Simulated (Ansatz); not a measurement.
# NaLiMgSe2: complex band structure, part 3 of 4

Aim: relax a made-up compound, NaLiMgSe2, and see how good a tunnel barrier it would be. It is built by putting Se for S, Mg for Zn in the NaLiZnS2 structure of space group P3m1, with the volume rescaled by atomic radii. The parent structure comes from the Materials Project.

Ansatz 0.2.0; r2SCAN DFT, plane waves, PAW files (the session's first sound run).

So far, gap on the k-mesh (eV): step 3 (the bulk crystal and its band edges) 2.83.

The structure was built from a prototype and need not be the compound's stable phase.

### 6. Complex bands, plane (001), k-mesh 6×6×4

Level of this step: r2SCAN DFT, plane waves, PAW files; complex bands by layer matching along the plane's normal (Ansatz).

The same for the (001) plane, at (0, 0) and (0.5, 0), to see how the decay depends on direction.

input.yaml reads:

```yaml
crystal:
  lattice:
    - [4.256002452, 0.0, 0.0]
    - [2.128001226, 3.685806242, 0.0]
    - [0.0, 0.0, 7.110296206]
  atoms:
    - { symbol: Na, position: [0.0, 0.0, 0.0292537303] }
    - { symbol: Li, position: [0.6666666667, 0.6666666667, 0.3445509736] }
    - { symbol: Mg, position: [0.3333333333, 0.3333333333, 0.6196368784] }
    - { symbol: Se, position: [0.6666666667, 0.6666666667, 0.7432258082] }
    - { symbol: Se, position: [0.3333333333, 0.3333333333, 0.2633326094] }
kpoints:
  mp_grid: { grid: [6, 6, 4] }
scf:
  occupations: { method: fixed }
hamiltonian:
  xc: r2scan
output:
  eigenvalues: true
  transmission:
    leads: [[0, 0]]
    kpoints: [[0.0, 0.0], [0.5, 0.0]]
    e_range: [-1.0, 3.83]
    de: 0.08
```

The run is started by

```sh
$ ansatz run input.yaml --threads 2 --pin off --max-ram 4096MiB --backend cpu --events-out ev --progress --plain --runs-dir out
```

Numbers of over 12 decimals in the logs are rounded to 6 here.

What it wrote:

```text
[...]
Crystal: 5 atoms, lattice volume = 111.538 Å³
Basis set: ecut = 500 eV, 2791 PW (Γ), exchange–correlation on 128×128×216 points (64 copies of the dense FFT grid, shifted against one another)
Bands: 33, of which v1, the nominal top of the filled ones, is band 27 counted from 1 (26 counted from 0)
Symmetry: 6 space group operations
[...]
k-points: 24 of 144 (time reversal used)
[...]
SCF iter   1: F=—  HF=-14583.490096 eV  |F-HF|=—  |Δ(HF+E_count)|=         —  Δρ=5.83e-3  dr2=3.36e-2  dr2_τ=1.34e-2  ethr=1.77e-3  ⟨swp⟩=4.9  Hψ=2644  notcnv=0  defer=91
[...]
SCF iter   7: F=-14583.548199 eV  HF=-14583.548199 eV  |F-HF|=4.55e-10  |Δ(HF+E_count)|=   8.67e-8  Δρ=3.99e-6  dr2=2.41e-8  dr2_τ=9.15e-10  ethr=1.85e-10  ⟨swp⟩=8.5  Hψ=3293  notcnv=0
SCF 1 converged in 7 iterations: F = -14583.548199 eV  dr2 = 2.41e-8
[...]
transmission: 10 of 20 steps passed
transmission: 20 of 20 steps passed
SCF converged after 7 iterations
Free energy (F): -14583.548199 eV
[...]
Internal energy: -14583.548199 eV  (E = F + TS)
E sigma→0 (E₀):  -14583.548199 eV
Fermi energy:    4.105621 eV
[...]
--- Band table (eV; the first three rows and the last of 24) ---
  k-point 0: bands = [... 23 lower, 3.1106, 3.8429, 4.1056, 4.1056, 6.9320, 9.1228, 10.9169, 10.9169, ... 2 higher]
  k-point 1: bands = [... 23 lower, 3.1277, 3.2068, 4.0810, 4.0810, 7.4462, 9.3025, 10.8631, 10.8631, ... 2 higher]
  k-point 2: bands = [... 23 lower, 3.1457, 3.1457, 4.0556, 4.0556, 7.8514, 9.6482, 10.8370, 10.8370, ... 2 higher]
  k-point 23: bands = [... 23 lower, 1.9896, 2.2972, 3.2147, 3.4897, 9.2209, 9.3431, 9.7050, 11.1045, ... 2 higher]
--- Transmission ---
  basis      : 163 plane waves across, 10 finite elements along
  points     : 2, as listed
[...]
crystal 0  : Na1Se2Li1Mg1, at the sites [0, 0], period 7.1103 Å: whole cells are its period
[...]
channels       : 0.000000e0 a spin
[...]
slowest decay  : 0.2105 /Å at (0.0000, 0.0000)
```

It took 17 s on 2 threads of Intel Xeon Platinum 8488C (Sapphire Rapids), shared host; peak memory 0.8 GiB; 33 s of CPU time.

This step gave:

```yaml
decay_constant_at_the_filling_level_zone_centre: 0.2105 Å⁻¹
decay_constant_at_the_filling_level_slowest_listed_point: 0.2105 Å⁻¹
```

K parallel (0, 0); values up to 1.5 1/Å, a degenerate pair printed once or twice; energies at which all values exceed this have no row. The Im kz of the slowest decaying states by energy, zero at the highest filled level on the SCF mesh:

```tsv
energy (eV)	decay 1 (Å⁻¹)	decay 2 (Å⁻¹)	decay 3 (Å⁻¹)	decay 4 (Å⁻¹)
-1.00	0.106	1.33	1.36	1.42
-0.76	0.403	1.31	1.34	1.40
-0.52	0.440	1.30	1.32	1.37
-0.28	0.393	1.28	1.30	1.34
-0.04	0.110	1.27	1.28	1.31
0.20	0.151	0.425	1.25	1.26
0.44	0.177	0.542	1.24	1.24
0.68	0.194	0.611	1.21	1.22
0.92	0.205	0.662	1.18	1.19
1.16	0.210	0.702	1.14	1.16
1.40	0.210	0.736	1.10	1.13
1.64	0.206	0.768	1.06	1.10
1.88	0.197	0.803	1.01	1.07
2.12	0.181	0.860	0.932	1.04
2.36	0.157	0.884	1.01	1.11
2.60	0.116	0.870	0.973	1.09
2.84	0.854	0.934	1.08	-
3.08	0.838	0.891	1.06	-
3.32	0.819	0.844	1.05	-
3.56	0.792	0.799	1.03	-
3.80	0.0776	0.731	0.778	1.02
```

K parallel (0.5, 0); values up to 1.5 1/Å, a degenerate pair printed once or twice; energies at which all values exceed this have no row. The Im kz of the slowest decaying states by energy, zero at the highest filled level on the SCF mesh:

```tsv
energy (eV)	decay 1 (Å⁻¹)	decay 2 (Å⁻¹)	decay 3 (Å⁻¹)	decay 4 (Å⁻¹)
-1.00	0.0919	0.323	1.19	-
-0.76	0.134	0.219	1.17	-
-0.52	0.123	0.219	1.14	-
-0.28	0.264	0.349	1.11	-
-0.04	0.293	0.434	1.09	-
0.20	0.314	0.485	1.06	-
0.44	0.328	0.521	1.03	-
0.68	0.338	0.547	1.00	-
0.92	0.344	0.565	0.974	-
1.16	0.346	0.579	0.943	-
1.40	0.345	0.588	0.912	-
1.64	0.342	0.595	0.880	-
1.88	0.335	0.598	0.847	-
2.12	0.326	0.599	0.812	-
2.36	0.314	0.598	0.775	-
2.60	0.298	0.595	0.737	-
2.84	0.279	0.590	0.696	-
3.08	0.253	0.583	0.652	-
3.32	0.218	0.575	0.605	-
3.56	0.164	0.552	0.565	1.49
3.80	0.0723	0.490	0.554	1.47
```

At the listed wavevectors the last open channel is at -0.04 eV and the next at +2.84 eV on the grid. At +1.40 eV, the grid energy nearest the filling level (the middle of the gap on the SCF mesh), the slowest state at the listed wavevectors decays with κ = 0.210 Å⁻¹, its amplitude falling by e over 4.8 Å; the first such run, plane (100), gave 0.214 Å⁻¹.

### 7. Band edges at another level, cutoff 1440 eV

This step: r2SCAN DFT, plane waves, JTH PAW files (Ansatz 0.2.0).

The edges again with JTH files, at the same atoms. Against that run the cutoff is 1440 eV against 500.

input.yaml reads:

```yaml
crystal:
  lattice:
    - [4.2560024524, 0.0, 0.0]
    - [-2.1280012262, 3.6858062423, 0.0]
    - [0.0, 0.0, 7.1102962061]
  atoms:
    - { symbol: Na, position: [0.0, 0.0, 0.0292537303] }
    - { symbol: Li, position: [0.3333333333, 0.6666666667, 0.3445509736] }
    - { symbol: Mg, position: [0.6666666667, 0.3333333333, 0.6196368784] }
    - { symbol: Se, position: [0.3333333333, 0.6666666667, 0.7432258082] }
    - { symbol: Se, position: [0.6666666667, 0.3333333333, 0.2633326094] }
kpoints:
  mp_grid: { grid: [6, 6, 4] }
  band_path: { path: [VBM, CBM], npoints: 30 }
scf:
  occupations: { method: fixed }
hamiltonian:
  xc: r2scan
  pseudopotentials: { kind: paw, source: jth }
output:
  eigenvalues: true
```

What it wrote:

```text
Warning: <dir> the checks of this Na dataset prove no rule for summing its radial tables, as where they were carried onto another mesh than they were made on, and Gregory's rule is taken, under which a leading mesh point left out moves its sums only by what lay on the interval it spanned. That does not make them correct, and they differ from Quantum ESPRESSO's on this file; a re-export a fraction of a mesh step off can move them. hamiltonian.pseudopotentials.radial_quadrature: simpson_from_first_knot sums it by `pw.x`'s rule; on a PAW file no value gives `pw.x`'s numbers. What more to know: hamiltonian.pseudopotentials.radial_quadrature, in the input reference
Warning: <dir> the checks of this Li dataset prove no rule for summing its radial tables, as where they were carried onto another mesh than they were made on, and Gregory's rule is taken, under which a leading mesh point left out moves its sums only by what lay on the interval it spanned. That does not make them correct, and they differ from Quantum ESPRESSO's on this file; a re-export a fraction of a mesh step off can move them. hamiltonian.pseudopotentials.radial_quadrature: simpson_from_first_knot sums it by `pw.x`'s rule; on a PAW file no value gives `pw.x`'s numbers. What more to know: hamiltonian.pseudopotentials.radial_quadrature, in the input reference
Warning: <dir> the checks of this Mg dataset prove no rule for summing its radial tables, as where they were carried onto another mesh than they were made on, and Gregory's rule is taken, under which a leading mesh point left out moves its sums only by what lay on the interval it spanned. That does not make them correct, and they differ from Quantum ESPRESSO's on this file; a re-export a fraction of a mesh step off can move them. hamiltonian.pseudopotentials.radial_quadrature: simpson_from_first_knot sums it by `pw.x`'s rule; on a PAW file no value gives `pw.x`'s numbers. What more to know: hamiltonian.pseudopotentials.radial_quadrature, in the input reference
Warning: <dir> the checks of this Se dataset prove no rule for summing its radial tables, as where they were carried onto another mesh than they were made on, and Gregory's rule is taken, under which a leading mesh point left out moves its sums only by what lay on the interval it spanned. That does not make them correct, and they differ from Quantum ESPRESSO's on this file; a re-export a fraction of a mesh step off can move them. hamiltonian.pseudopotentials.radial_quadrature: simpson_from_first_knot sums it by `pw.x`'s rule; on a PAW file no value gives `pw.x`'s numbers. What more to know: hamiltonian.pseudopotentials.radial_quadrature, in the input reference
[...]
Crystal: 5 atoms, lattice volume = 111.538 Å³
Basis set: ecut = 1440 eV, 13863 PW (Γ), exchange–correlation on 288×288×432 points (64 copies of the dense FFT grid, shifted against one another)
Bands: 22, of which v1, the nominal top of the filled ones, is band 17 counted from 1 (16 counted from 0)
Symmetry: 6 space group operations
[...]
k-points: 24 of 144 (time reversal used)
[...]
SCF iter   1: F=—  HF=-8797.201254 eV  |F-HF|=—  |Δ(HF+E_count)|=         —  Δρ=3.76e-2  dr2=1.45e0  dr2_τ=2.06e-2  ethr=3.10e-3  ⟨swp⟩=5.0  Hψ=2345  notcnv=0  defer=63
[...]
SCF iter   8: F=-8797.130572 eV  HF=-8797.130572 eV  |F-HF|=4.29e-10  |Δ(HF+E_count)|=   9.97e-8  Δρ=1.66e-6  dr2=5.09e-9  dr2_τ=5.39e-10  ethr=2.94e-10  ⟨swp⟩=11.6  Hψ=3346  notcnv=0
SCF 1 converged in 8 iterations: F = -8797.130572 eV  dr2 = 5.09e-9
[...]
SCF converged after 8 iterations
Free energy (F): -8797.130572 eV
[...]
Internal energy: -8797.130572 eV  (E = F + TS)
E sigma→0 (E₀):  -8797.130572 eV
Fermi energy:    3.243277 eV
[...]
--- Band table (eV; the first three rows and the last of 24) ---
  k-point 0: bands = [... 13 lower, 2.2435, 2.9774, 3.2433, 3.2433, 6.0683, 8.2492, 10.0392, 10.0392, ... 1 higher]
  k-point 1: bands = [... 13 lower, 2.2603, 2.3406, 3.2192, 3.2192, 6.5815, 8.4316, 9.9862, 9.9862, ... 1 higher]
  k-point 2: bands = [... 13 lower, 2.2779, 2.2779, 3.1943, 3.1943, 6.9845, 8.7818, 9.9619, 9.9619, ... 1 higher]
  k-point 23: bands = [... 13 lower, 1.1221, 1.4292, 2.3527, 2.6264, 8.3481, 8.4680, 8.8347, 10.2239, ... 1 higher]
```

The job ended after 55 s (2 threads; peak memory 2.4 GiB; 1.8 min of CPU time).

Numbers from this step:

| Item | Value |
| --- | --- |
| free energy | -8797.1306 eV |
| Fermi energy | 3.243 eV |
| gap on the k-mesh | 2.825 eV |
| gap on path | 2.825 eV, by band count; negative where bands overlap |
| direct gap on path | 2.825 eV |

Levels at VBM (eV): -3.29, -1.00, -1.00, -0.27, 0.00, 0.00, 2.83, 5.01, 6.80, 6.80, 7.37.

The searched edges give 2.83 eV, as on the mesh.

### 8. Complex bands at another level

This step: r2SCAN DFT, plane waves, JTH PAW files; complex bands by layer matching along the plane's normal (Ansatz 0.2.0).

The complex bands at that level, over its own gap, at (0, 0) and (0.5, 0).

input.yaml reads:

```yaml
crystal:
  lattice:
    - [4.256002452, 0.0, 0.0]
    - [0.0, 7.110296206, 0.0]
    - [2.128001226, 0.0, 3.685806242]
  atoms:
    - { symbol: Na, position: [0.0, 0.0292537303, 0.0] }
    - { symbol: Li, position: [0.3333333333, 0.3445509736, 0.3333333333] }
    - { symbol: Mg, position: [0.6666666667, 0.6196368784, 0.6666666667] }
    - { symbol: Se, position: [0.3333333333, 0.7432258082, 0.3333333333] }
    - { symbol: Se, position: [0.6666666667, 0.2633326094, 0.6666666667] }
kpoints:
  mp_grid: { grid: [6, 4, 6] }
scf:
  occupations: { method: fixed }
hamiltonian:
  xc: r2scan
  pseudopotentials: { kind: paw, source: jth }
output:
  eigenvalues: true
  transmission:
    leads: [[0, 0]]
    kpoints: [[0.0, 0.0], [0.5, 0.0]]
    e_range: [-1.0, 3.83]
    de: 0.1
```

What it wrote:

```text
Warning: <dir> the checks of this Na dataset prove no rule for summing its radial tables, as where they were carried onto another mesh than they were made on, and Gregory's rule is taken, under which a leading mesh point left out moves its sums only by what lay on the interval it spanned. That does not make them correct, and they differ from Quantum ESPRESSO's on this file; a re-export a fraction of a mesh step off can move them. hamiltonian.pseudopotentials.radial_quadrature: simpson_from_first_knot sums it by `pw.x`'s rule; on a PAW file no value gives `pw.x`'s numbers. What more to know: hamiltonian.pseudopotentials.radial_quadrature, in the input reference
Warning: <dir> the checks of this Li dataset prove no rule for summing its radial tables, as where they were carried onto another mesh than they were made on, and Gregory's rule is taken, under which a leading mesh point left out moves its sums only by what lay on the interval it spanned. That does not make them correct, and they differ from Quantum ESPRESSO's on this file; a re-export a fraction of a mesh step off can move them. hamiltonian.pseudopotentials.radial_quadrature: simpson_from_first_knot sums it by `pw.x`'s rule; on a PAW file no value gives `pw.x`'s numbers. What more to know: hamiltonian.pseudopotentials.radial_quadrature, in the input reference
Warning: <dir> the checks of this Mg dataset prove no rule for summing its radial tables, as where they were carried onto another mesh than they were made on, and Gregory's rule is taken, under which a leading mesh point left out moves its sums only by what lay on the interval it spanned. That does not make them correct, and they differ from Quantum ESPRESSO's on this file; a re-export a fraction of a mesh step off can move them. hamiltonian.pseudopotentials.radial_quadrature: simpson_from_first_knot sums it by `pw.x`'s rule; on a PAW file no value gives `pw.x`'s numbers. What more to know: hamiltonian.pseudopotentials.radial_quadrature, in the input reference
Warning: <dir> the checks of this Se dataset prove no rule for summing its radial tables, as where they were carried onto another mesh than they were made on, and Gregory's rule is taken, under which a leading mesh point left out moves its sums only by what lay on the interval it spanned. That does not make them correct, and they differ from Quantum ESPRESSO's on this file; a re-export a fraction of a mesh step off can move them. hamiltonian.pseudopotentials.radial_quadrature: simpson_from_first_knot sums it by `pw.x`'s rule; on a PAW file no value gives `pw.x`'s numbers. What more to know: hamiltonian.pseudopotentials.radial_quadrature, in the input reference
Engine: ansatz 0.2.0, x86_64-unknown-linux-gnu
Pseudopotentials: kind: paw
Pseudopotential: Na, paw, valence charge 9, recommended cutoff 1440 eV (normal), Na.paw.azcp
Pseudopotential: Li, paw, valence charge 3, recommended cutoff 1170 eV (normal), Li.paw.azcp
Pseudopotential: Mg, paw, valence charge 10, recommended cutoff 900 eV (normal), Mg.paw.azcp
Pseudopotential: Se, paw, valence charge 6, recommended cutoff 270 eV (normal), Se.paw.azcp
Functional definition: r2SCAN
  parameter k0 = 0.174
  parameter k1 = 0.065
  parameter a1 = 4.9479
  exchange = r2scan_x(k0 = k0, k1 = k1, a1 = a1)
  correlation = r2scan_c
Error: memory limit exceeded: the `transmission` phase of `transmission` needs 7.01 GiB against the run's memory maximum of 4.00 GiB; largest carriers: transmission 5.21 GiB, source scf tables 1.48 GiB, unmodelled-tail allowance 0.30 GiB, source scf state 0.01 GiB; this run sums exchange and correlation above basis.xc_grid: 1 (its plan line states the level, which a resume's fixed deck keeps): xc box scratch, where t [...]
with nothing else changed it takes a maximum of at least 7.01 GiB, with nothing to spare, and 7.71 GiB leaves up to a tenth: --max-ram 7.71GiB where that set the maximum, else more of the term that did, and with no share typed, where 7.71 GiB is over 0.88 of the host's memory or its container's limit, a share of 0.88 or more that holds the maximum too (--max-ram-frac F), where one does; The budget is ten elevenths of [...]
`transmission` follows the SCF: where the deck gives it k-points, a mesh or a band count of its own, those are what to reduce (not on a resume, whose deck is fixed)
```

Wall time 0.38 s (2 threads); peak memory 0.27 GiB.

The program refused the input before any cycle.

The program's message: “Error: memory limit exceeded: the `transmission` phase of `transmission` needs 7.01 GiB against the run's memory maximum of 4.00 GiB; largest carriers: transmission 5.21 GiB, source scf tables 1.48 Gi …”

[end of part 3 of 4]

[Logs are printed without paths, hosts, clocks, repeated set-up lines and the standing remarks that a program may print on its own settings, such as how far it seeks lower states.]

[Hosts, paths, dates, database ids (printed as entryN), source tags and the programs' standing remarks are cut or masked in the printed files.]
